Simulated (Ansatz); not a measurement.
# Pt3PbC (Pm-3m): following an unstable mode, part 3 of 3

Wanted: the energy along a soft mode of Pt3PbC (Pm-3m) and the structure at the end.

Ansatz 0.2.0; DFT PBEsol, scalar-relativistic, plane waves, PAW; PAW set soft_1.

So far. Step 5 (Energy along the mode, all amplitudes (two of the runs …): The lowest of the steps tried is at 0.22 Å, 5.41 meV/atom below the parent; the bottom of the well need not coincide with a step. Step 7 (The new phase in its own primitive cell): The largest force component left is 0.12 meV/Å and the pressure is 0.002 GPa, within the tolerances set. The cell now holds 15.60 Å³/atom. The relaxed cell has a, b, c = 4.185, 6.503, 5.735 Å (conventional setting).

### 8. Modes of the new phase

A relaxed structure may still be a saddle point, so its zone-centre modes are computed. No field response is asked, since the mesh shows no gap.

input.yaml

```yaml
crystal:
  lattice:
    - [4.1847860465, 0.0, 0.0]
    - [0.0, 3.2512814113, 2.8672843667]
    - [0.0, -3.2512814113, 2.8672843667]
  atoms:
    - { symbol: Pt, position: [0.0, 0.5225197443, 0.5225197443] }
    - { symbol: Pt, position: [0.5, 0.5181169841, 0.9748891315] }
    - { symbol: Pt, position: [0.5, 0.9748891315, 0.5181169841] }
    - { symbol: Pb, position: [0.0, 0.0201589207, 0.0201589207] }
    - { symbol: C, position: [0.5, 0.4301863321, 0.4301863321] }
kpoints:
  mp_grid: { grid: [8, 8, 8] }
hamiltonian:
  xc: pbesol
  pseudopotentials: { kind: paw, azcp: { folder: soft_1 }, xc_functional: pbe }
scf:
  occupations: { method: methfessel_paxton, width: 0.2 }
output:
  eigenvalues: true
phonons:
  method: dfpt
```

The run is started by

```sh
$ ansatz run input.yaml --threads 4 --pin off --max-ram 10240MiB --backend cpu --events-out ev --progress --plain --runs-dir out
```

Numbers of over 12 decimals in the logs are rounded to 6 here.

The program printed:

```text
zone centre: on kpoints.mp_grid the ground state, and the responses unless they are solved on pairs of k-points, stand on 170 of the mesh's 512 k-points, reduced under 2 symmetry operations, with k and −k counted as one. Each operation leaves every solved displacement unchanged or reverses it
[...]
Crystal: 5 atoms, lattice volume = 78.024 Å³
Basis set: ecut = 420 eV, 1499 PW (Γ), exchange–correlation on 60×60×60 points (8 copies of the dense FFT grid, shifted against one another)
Bands: 44, of which v1, the nominal top of the filled ones, is band 36 counted from 1 (35 counted from 0)
Symmetry: 4 space group operations
k-points: 170 of 512 (irreducible under 2 space group operations, time reversal used)
[...]
SCF iter   1: F=—  HF=-49159.865564 eV  |F-HF|=—  |Δ(HF+E_count)|=         —  Δρ=8.68e-2  dr2=6.95e0  ethr=3.10e-3  ⟨swp⟩=6.4  Hψ=27379  notcnv=0
[...]
SCF iter  12: F=-49158.214163 eV  HF=-49158.214163 eV  |F-HF|=7.28e-12  |Δ(HF+E_count)|=  1.46e-11  S|Δr|=    0.00e0  Δρ=2.81e-8  dr2=9.07e-13  ethr=1.00e-12  ⟨swp⟩=12.4  Hψ=35294  notcnv=0
SCF 1 converged in 12 iterations: F = -49158.214163 eV  dr2 = 9.07e-13
[...]
DFPT response loops at Γ: preconditioner auto → Kerker (q_TF=auto, 2.692 Å⁻¹) (partly filled bands, converged f_vac=0.000); β = 1.00, the filter's whole step (`scf.mixing.beta` (0.50) is not read by the response loops under this deck's `scf.mixing.preconditioner`; to damp them name `kerker` or `kerker_dos`, under which they read `scf.mixing.beta`, and type it under 1.00, their step now; both keys bind the ground state too); Broyden in place of MSR1
SCF converged after 12 iterations
[...]
Free energy (F): -49158.214163 eV
[...]
Internal energy: -49158.218096 eV  (E = F + TS)
E sigma→0 (E₀):  -49158.215146 eV
Entropy (-TS):   0.003933 eV (0.787 meV/atom)
Fermi energy:    18.798649 eV
[...]
--- Band table (eV; the first three rows and the last of 170) ---
  k-point 0: bands = [... 32 lower, 17.7211, 17.9021, 18.1310, 18.1675, 18.8054, 20.0327, 20.6430, 20.8835, ... 4 higher]
  k-point 1: bands = [... 32 lower, 17.5554, 17.9913, 18.0425, 18.3369, 18.7323, 20.2794, 21.0665, 21.1797, ... 4 higher]
  k-point 2: bands = [... 32 lower, 17.4639, 18.0330, 18.1485, 18.8222, 18.8486, 20.6897, 21.5376, 21.6753, ... 4 higher]
  k-point 169: bands = [... 32 lower, 17.0128, 17.2249, 17.9179, 18.0287, 18.0536, 19.1269, 19.6802, 20.0983, ... 4 higher]
--- Phonons (Γ-DFPT): 12 representative perturbations + reference, on 170 of 512 k-points (Σ response iterations 42) ---
  k mesh reduced under 2 symmetry operations, with k and −k counted as one. Each operation leaves every solved displacement unchanged or reverses it
  ASR residual: 3.105e-5 → 0.000e0 eV/Å²; symmetrization residual: 5.598e-6 eV/Å²
  ASR residual per site (eV/Å²): 3.11e-5 1.74e-5 1.74e-5 1.73e-5 2.47e-6
[...]
non-analytic LO–TO correction: not included (Born effective charges unavailable; polar crystals: no LO–TO splitting at Γ)
```

The job ended after 3.1 min (4 threads of Arm Neoverse V2, shared host; peak memory 1.8 GiB).

Numbers from this step:

- sum-rule residual before enforcement: 3.11e-5 eV/Å²
- point group: mm2
- highest optical mode at the zone centre (no LO-TO term): 375.2 cm⁻¹
- lowest optical zone-centre mode: -121.0 cm⁻¹

Patterns of degenerate modes are one choice out of their space. The modes at Γ (shares of kinetic energy by element, %) (negative means imaginary):

```
mode  frequency (cm⁻¹)  symmetry  Pt %  Pb %  C %
   1            -121.0        B2    66     0   34
   2               0.0  acoustic    73    26    1
   3               0.0  acoustic    73    26    1
   4               0.0  acoustic    73    26    1
   5              58.4        B2    52    47    1
   6              72.4        A2   100     0    0
   7              73.5        B1    47    51    2
   8              74.4        A1    80    20    0
   9              85.6        B2    73    27    0
  10              96.9        A1    73    26    1
  11             112.3        B1    75    23    2
  12             145.0        A1    71    28    1
  13             273.9        B2    36     0   63
  14             365.9        B1     5     0   95
  15             375.2        A1     3     0   97
```

Displacements in mode 1 (-121.0 cm⁻¹), the largest set to 1:
```
Pt1  0.00 -0.21  0.00
Pt2  0.00  0.07 -0.18
Pt3  0.00  0.07  0.18
Pb4  0.00  0.01  0.00
C5   0.00  1.00  0.00
```

Displacements in mode 15 (375.2 cm⁻¹), the largest set to 1:
```
Pt1  0.00  0.00  0.00
Pt2  0.00  0.02 -0.02
Pt3  0.00 -0.02 -0.02
Pb4  0.00  0.00 -0.01
C5   0.00  0.00  1.00
```

Before it was imposed, the acoustic sum rule was missed by 3.1e-5 eV/Å². Small misses are needed for a sound result but don't prove that mesh and cutoff are converged. The lowest optical mode is imaginary, 121.0i cm⁻¹, so the energy falls along it.

### 9. What came out

```
unstable mode of the parent                                                      : q = (0, 0, 0), 122i cm⁻¹
depth at the lowest point sampled                                                : 5.41 meV/atom
largest atomic shift at that point                                               : 0.22 Å
space group reached (within 0.01 Å)                                              : Amm2
energy gained over the parent (first relaxation, on the mesh of the frozen mode) : 28.5 meV/atom
volume per atom, phase reached                                                   : 15.6 Å³
lowest optical zone-centre mode, phase reached                                   : -121 cm⁻¹
highest optical mode at the zone centre (no LO-TO term), phase reached           : 375 cm⁻¹
```

Along this mode the structure falls into Amm2, 28.5 meV/atom below the parent. At the parent's cell the well is 5.411 meV/atom deep on the steps tried, with its lowest point at a shift of 0.22 Å. Relaxing atoms and cell changes the gain by +23.11 meV/atom against the lowest step (energies at zero smearing). Most of the total comes from this relaxation. The new phase still has an imaginary mode at the zone centre of its cell, so it is a saddle point on the way to a lower structure. Of the 4 patterns followed to their end from this parent, this one ends 133 meV/atom above the lowest, P4mm. Each path keeps the symmetry of its pattern, so a lower phase may lie along a pattern not tried. With no gap, or one that is small against the smearing, the frequencies hang on the k mesh and the smearing, most of all near Kohn anomalies. Spin-orbit coupling is left out, which can matter for the heavy elements here. The PAW files were made for PBE and serve the other functionals too. A phonon run warned that its eigensolver left some bands unconverged in a pass.

[Logs are printed without paths, hosts, clocks, repeated set-up lines and the standing remarks that a program may print on its own settings, such as how far it seeks lower states.]

[Hosts, paths, dates, database ids (printed as entryN), source tags and the programs' standing remarks are cut or masked in the printed files.]
